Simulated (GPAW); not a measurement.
# Ru L₃ edge of Al2Ru (I4/mmm): cell size and cost

How large a supercell does the Ru L₃ edge of Al2Ru (I4/mmm) need, and what does it cost? The absorber has 8 Al at 2.58 Å, 2 Al at 2.88 Å and 4 Ru at 3.12 Å (14-fold, site symmetry 4/mmm).

The runs were made apart and are set side by side; the one with the holes farthest apart serves as the reference. All curves get a further Gaussian of 1.5 eV full width, so that line shapes and meshes matter less.

## 1. Cost and result by level

| run | hole distance (Å) | k mesh | core time | raw zero (eV) | zero less the added terms (eV) | r.m.s. from the reference after the best shift (%) |
| --- | --- | --- | --- | --- | --- | --- |
| GPAW LDA, 15 atoms | 6.5 | 4×4×4 | 11 min | 2869.6 | - | 2 |
| GPAW LDA, 27 atoms | 7.9 | 3×3×3 | 22 min | 2869.6 | - | - |

Times are from shared hosts.

```tsv
E (eV)	GPAW LDA, 15 atoms	GPAW LDA, 27 atoms
-2.00	0.12	0.11
-1.25	0.42	0.40
-0.50	0.95	0.91
0.25	1.48	1.41
1.00	1.75	1.69
1.75	1.82	1.80
2.50	1.83	1.85
3.25	1.74	1.76
4.00	1.51	1.51
4.75	1.28	1.27
5.50	1.13	1.11
6.25	1.01	1.01
7.00	0.91	0.92
7.75	0.89	0.90
8.50	0.94	0.95
9.25	0.98	0.99
10.00	0.95	0.97
10.75	0.87	0.88
11.50	0.81	0.81
12.25	0.76	0.76
13.00	0.72	0.73
13.75	0.69	0.69
14.50	0.65	0.65
15.25	0.60	0.61
16.00	0.56	0.57
16.75	0.55	0.55
17.50	0.56	0.56
18.25	0.59	0.59
19.00	0.61	0.62
19.75	0.61	0.63
20.50	0.61	0.62
21.25	0.60	0.61
22.00	0.59	0.59
22.75	0.57	0.58
23.50	0.56	0.56
24.25	0.54	0.55
25.00	0.52	0.53
25.75	0.50	0.51
26.50	0.49	0.49
27.25	0.48	0.49
28.00	0.49	0.49
28.75	0.51	0.51
29.50	0.54	0.55
30.25	0.58	0.59
31.00	0.62	0.64
31.75	0.65	0.67
```

## 2. Reading

The smallest cell differs from the reference by 2 % r.m.s. after a shift of 0.0 eV at 0.49 of its cost, so it already gives the shape. Its highest intensity below 24 eV lies at 2.4 eV against 2.4 eV. Whether the reference itself is converged wasn't tested.

Only the L₃ part is meant: spin–orbit coupling of the core level isn't computed and the L₂ copy isn't added. The script folds with a Gaussian, whereas the core hole's own line is a Lorentzian, so the onset is too steep and the first peak too high. Lifetime broadening is put in by hand, and intensities beyond about 20 eV depend on it. Meshes are coarse enough for small ripples in Al2Ru (I4/mmm) and Al2Ru (I4/mmm). The structures are entries of the Materials Project (computed), used as given.

[Logs are printed without paths, hosts, clocks, repeated set-up lines and the standing remarks that a program may print on its own settings, such as how far it seeks lower states.]

[Hosts, paths, dates, database ids (printed as entryN), source tags and the programs' standing remarks are cut or masked in the printed files.]
